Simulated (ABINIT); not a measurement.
# A GW run on KNa3H4 (Pm-3m) in ABINIT, with inputs changed

What do changed inputs do to GW on KNa3H4 (Pm-3m)?

Program: ABINIT 10.8.3. Level of theory: LDA and many-body steps on it, plane waves. Results are calculated unless marked as measured.

Report form: the programs' logs are mostly left out.

## (1) Starting point

The structure is cubic, space group Pm-3m (No. 221). The conventional cell has a = 5.119 Å, b = 5.119 Å, c = 5.119 Å, α = 90.00°, β = 90.00°, γ = 90.00°. Nearest to K lie 6 H at 2.56 Å. Na has 6 H at 2.56 Å nearest. H has 6 Na at 2.56 Å nearest. Nearest to H lie 4 Na at 2.56 Å and 2 K at 2.56 Å. Farther neighbours are not listed.

As a file:

```cif
data_structure
_symmetry_space_group_name_H-M 'Pm-3m'
_symmetry_Int_Tables_number 221
_cell_length_a 5.1186
_cell_length_b 5.1186
_cell_length_c 5.1186
_cell_angle_alpha 90.000
_cell_angle_beta 90.000
_cell_angle_gamma 90.000
_cell_volume 134.11
loop_
_atom_site_label
_atom_site_type_symbol
_atom_site_symmetry_multiplicity
_atom_site_Wyckoff_symbol
_atom_site_fract_x
_atom_site_fract_y
_atom_site_fract_z
_atom_site_occupancy
K1 K 1 b 0.50000 0.50000 0.50000 1
Na1 Na 3 d 0.00000 0.00000 0.50000 1
H1 H 1 a 0.00000 0.00000 0.00000 1
H2 H 3 c 0.50000 0.50000 0.00000 1
```

The cell and positions are those that the Materials Project relaxed with its own functionals (PBE, PBE+U or r2SCAN), kept fixed.

## (2) Screening, 2×2×2 mesh, 65 bands, screening to 87.1 eV

This step: ABINIT 10.8.3; RPA screening on LDA, plane waves, norm-conserving pseudopotentials.

The RPA dielectric matrix is built and inverted for each q.

The input, run.abi:

```
acell 3*1.0 Angstrom
rprim 
  5.118641000000 0.000000000000 0.000000000000
  0.000000000000 5.118641000000 0.000000000000
  0.000000000000 0.000000000000 5.118641000000
ntypat 3
znucl 19 11 1
natom 8
typat 1 2 2 2 3 3 3 3
xred 
  0.500000000000 0.500000000000 0.500000000000
  -0.000000000000 -0.000000000000 0.500000000000
  -0.000000000000 0.500000000000 -0.000000000000
  0.500000000000 -0.000000000000 -0.000000000000
  -0.000000000000 -0.000000000000 -0.000000000000
  0.500000000000 0.500000000000 -0.000000000000
  0.500000000000 -0.000000000000 0.500000000000
  -0.000000000000 0.500000000000 0.500000000000
pp_dirpath "pseudos"
pseudos "K.upf, Na.upf, H.upf"
ecut 38
ngkpt 2 2 2
nshiftk 1
shiftk 0 0 0
kptopt 1
chksymbreak 0
istwfk *1
occopt 1
irdwfk 1
optdriver 3
nband 65
ecuteps 3.2
inclvkb 2
awtr 1
symchi 1
indata_prefix "in"
outdata_prefix "out"
tmpdata_prefix "tmp"
```

Run with:

```sh
$ OMP_NUM_THREADS=1 mpirun -n 4 abinit run.abi > log
```

Elapsed: 11 s, on 4 MPI ranks of Intel Xeon Platinum 8375C at 2.90GHz (Ice Lake), shared host; peak memory 1.1 GiB; 44 s of CPU time.

Numbers from this step:

```yaml
eps_infinity_with_local_fields_on_this_mesh_along_the_program_s_q_direction: 3.255
the_same_without_local_fields: 3.672
plasma_frequency: 20.28 eV
plane_waves_in_the_screening_matrix: 251
```

Local fields lower ε∞ by 11 %. On a Γ-centred mesh this coarse the value itself is usually too large, while a short band sum pulls it down.

## (3) Base

The self-energy is evaluated for the states that the input lists, and the levels follow from it, in one-shot runs by the linearised quasiparticle equation.

This step: G0W0 on LDA, plane waves, norm-conserving pseudopotentials.

Changes to run.abi since step 2:

```diff
@@ -29,8 +29,19 @@
 irdwfk 1
-optdriver 3
+optdriver 4
 nband 65
+gwcalctyp 0
+ecutsigx 38
+symsigma 1
+nkptgw 3
+kptgw 
+  0.5000000000 0.0000000000 0.0000000000
+  0.5000000000 0.5000000000 0.5000000000
+  0.0000000000 0.0000000000 0.0000000000
+bdgw 
+  19 22
+  18 23
+  18 23
 ecuteps 3.2
-inclvkb 2
-awtr 1
-symchi 1
+irdscr 1
+ppmodel 1
 indata_prefix "in"
```

Run time: 8.7 s. Hardware: 4 MPI ranks; peak memory 1.1 GiB; 34 s of CPU time.

This step gave:

| Item | Value |
| --- | --- |
| G0W0 gap on the points computed | 4.669 eV |
| starting gap on the mesh | 2.594 eV |
| k of the valence top | 0.5, 0, 0 |
| k of the conduction bottom | 0.5, 0.5, 0.5 |
| Z at the valence top | 0.756 |
| Z at the conduction bottom | 0.822 |
| least direct G0W0 gap on the computed points | 5.328 eV |

The gap on the mesh goes from 2.59 eV to 4.67 eV, a correction of +2.08 eV.

## (4) Broadening of the poles

Changes to run.abi since step 3:

```diff
@@ -46,2 +46,3 @@
 ppmodel 1
+zcut 1.0 eV
 indata_prefix "in"
```

Run time: 8.5 s. Hardware: 4 MPI ranks; peak memory 1.1 GiB.

Numbers from this step:

| Item | Value |
| --- | --- |
| G0W0 gap on the points computed | 4.669 eV |
| starting gap on the mesh | 2.594 eV |
| k of the valence top | 0.5, 0, 0 |
| k of the conduction bottom | 0.5, 0.5, 0.5 |
| Z at the valence top | 0.756 |
| Z at the conduction bottom | 0.822 |
| least direct G0W0 gap on the computed points | 5.328 eV |

Against G0W0 in ABINIT (2×2×2 mesh, 65 bands, screening to 87.1 eV, Godby-Needs plasmon pole), the gap moves by +0.000 eV.

## (5) No symmetry in the self-energy

Changes to run.abi since step 4:

```diff
@@ -33,3 +33,3 @@
 ecutsigx 38
-symsigma 1
+symsigma 0
 nkptgw 3
@@ -46,3 +46,2 @@
 ppmodel 1
-zcut 1.0 eV
 indata_prefix "in"
```

Wall time 13 s (4 MPI ranks); peak memory 1.1 GiB; 50 s of CPU time.

Numbers from this step:

| Item | Value |
| --- | --- |
| G0W0 gap on the points computed | 4.669 eV |
| starting gap on the mesh | 2.594 eV |
| k of the valence top | 0.5, 0, 0 |
| k of the conduction bottom | 0.5, 0.5, 0.5 |
| least direct G0W0 gap on the computed points | 5.328 eV |

Against G0W0 in ABINIT (2×2×2 mesh, 65 bands, screening to 87.1 eV, Godby-Needs plasmon pole), the gap moves by +0.000 eV.

## (6) Scissors in G

Changes to run.abi since step 5:

```diff
@@ -33,3 +33,3 @@
 ecutsigx 38
-symsigma 0
+symsigma 1
 nkptgw 3
@@ -46,2 +46,3 @@
 ppmodel 1
+mbpt_sciss 0.5 eV
 indata_prefix "in"
```

Elapsed: 8.6 s, on 4 MPI ranks; peak memory 1.1 GiB; 34 s of CPU time.

This step gave:

```
G0W0 gap on the points computed              : 4.731 eV
starting gap on the mesh                     : 2.594 eV
k of the valence top                         : 0.5, 0, 0
k of the conduction bottom                   : 0.5, 0.5, 0.5
Z at the valence top                         : 0.757
Z at the conduction bottom                   : 0.823
least direct G0W0 gap on the computed points : 5.392 eV
```

## (7) Fewer bands in the self-energy

Changes to run.abi since step 6:

```diff
@@ -30,3 +30,3 @@
 optdriver 4
-nband 65
+nband 40
 gwcalctyp 0
@@ -46,3 +46,2 @@
 ppmodel 1
-mbpt_sciss 0.5 eV
 indata_prefix "in"
```

The job ended after 7.1 s (4 MPI ranks; peak memory 1 GiB; 28 s of CPU time).

Numbers from this step:

| Property | Result |
| --- | --- |
| G0W0 gap on the points computed | 4.624 eV |
| starting gap on the mesh | 2.594 eV |
| k of the valence top | 0.5, 0, 0 |
| k of the conduction bottom | 0.5, 0.5, 0.5 |
| Z at the valence top | 0.762 |
| Z at the conduction bottom | 0.828 |
| least direct G0W0 gap on the computed points | 5.32 eV |

## (8) Smaller part of the screening matrix

Changes to run.abi since step 7:

```diff
@@ -30,3 +30,3 @@
 optdriver 4
-nband 40
+nband 65
 gwcalctyp 0
@@ -43,3 +43,3 @@
   18 23
-ecuteps 3.2
+ecuteps 1.6
 irdscr 1
```

The job ended after 5.7 s (4 MPI ranks; peak memory 0.81 GiB; 22 s of CPU time).

This step gave:

- G0W0 gap on the points computed: 4.653 eV
- starting gap on the mesh: 2.594 eV
- k of the valence top: 0.5, 0, 0
- k of the conduction bottom: 0.5, 0.5, 0.5
- Z at the valence top: 0.769
- Z at the conduction bottom: 0.822
- least direct G0W0 gap on the computed points: 5.331 eV

## (9) Contour deformation on a plasmon-pole file

Changes to run.abi since step 8:

```diff
@@ -31,3 +31,3 @@
 nband 65
-gwcalctyp 0
+gwcalctyp 2
 ecutsigx 38
@@ -43,5 +43,4 @@
   18 23
-ecuteps 1.6
+ecuteps 3.2
 irdscr 1
-ppmodel 1
 indata_prefix "in"
```

The job ended after 4.9 s (4 MPI ranks; peak memory 0.85 GiB).

The run stopped with an error after 4.9 s.

The fault put into this input: contour deformation on a plasmon-pole file.

## (10) A keyword of another program

Changes to run.abi since step 9:

```diff
@@ -31,3 +31,3 @@
 nband 65
-gwcalctyp 2
+gwcalctyp 0
 ecutsigx 38
@@ -45,2 +45,4 @@
 irdscr 1
+ppmodel 1
+ecut_chi 100
 indata_prefix "in"
```

It took 0.82 s on 4 MPI ranks; peak memory 0.05 GiB.

The run stopped with an error after 0.82 s.

The program's words: Found token: `ECUT_CHI` in the input file. This name is not one of the registered input variable names (see Action: check your input file. Perhaps you mistyped the input variable, or specified "img", although this was not permitted for this input variable.

The fault put into this input: a keyword of another program.

## (11) Side by side

Times are wall times on 4 MPI ranks of Intel Xeon Platinum 8375C at 2.90GHz (Ice Lake), shared host, good to a factor of about two. A run's time includes the screening step that it read.

```csv
run,mesh,bands,screening cutoff (eV),DFT gap (eV),gap on the mesh (eV),direct (eV),ε∞ used,time
base,2×2×2,65,87.1,2.594,4.669,5.328,3.25,20 s
broadening of the poles,2×2×2,65,87.1,2.594,4.669,5.328,3.25,20 s
no symmetry in the self-energy,2×2×2,65,87.1,2.594,4.669,5.328,3.25,24 s
scissors in G,2×2×2,65,87.1,2.594,4.731,5.392,3.25,20 s
fewer bands in the self-energy,2×2×2,40,87.1,2.594,4.624,5.320,3.25,18 s
smaller part of the screening matrix,2×2×2,65,43.5,2.594,4.653,5.331,3.25,17 s
```

## (12) Outcome

| Quantity | Value |
| --- | --- |
| base | 4.669 eV |
| broadening of the poles | 4.669 eV |
| no symmetry in the self-energy | 4.669 eV |
| scissors in G | 4.731 eV |
| fewer bands in the self-energy | 4.624 eV |
| smaller part of the screening matrix | 4.653 eV |
| known limits | not at the basis limit; coarse k mesh |

Broadening of the poles: no change against base (keys changed: zcut). No symmetry in the self-energy: no change against base (keys changed: symsigma). Scissors in G: +0.062 eV against base (keys changed: mbpt_sciss). Fewer bands in the self-energy: −0.045 eV against base (keys changed: nband). Smaller part of the screening matrix: −0.016 eV against base (keys changed: ecuteps). Bands and cutoff are finite, so the gap is not at the basis limit. The miss can reach some tenths of an eV and take either sign; the mesh is an error of its own. In the G0W0 runs levels were corrected at 3 k points alone, so a gap called «on the mesh» is the least over those, and an edge elsewhere would be missed. The 2×2×2 mesh is coarse for this cell, which bears on the long-range parts of exchange and screening.

[Paths, hosts, dates, memory and timing lines, banners, echoed tables and standing remarks are left out of the program output.]

[Logs are printed without paths, hosts, clocks, repeated set-up lines and the standing remarks that a program may print on its own settings, such as how far it seeks lower states.]

[Runs of the session that timed out or met a known fault of the program may be left out.]

[Hosts, paths, dates, database ids (printed as entryN), source tags and the programs' standing remarks are cut or masked in the printed files.]

[G0W0 gaps are taken among the corrected bands and points alone; a level outside them can change the order at an edge.]

[Where Ansatz stands beside ABINIT at settings called matched, ABINIT's density can come from a denser mesh and the files from another edition; pairs whose starting gaps differed by over 0.03 eV were left out, so agreement reads better than it is.]
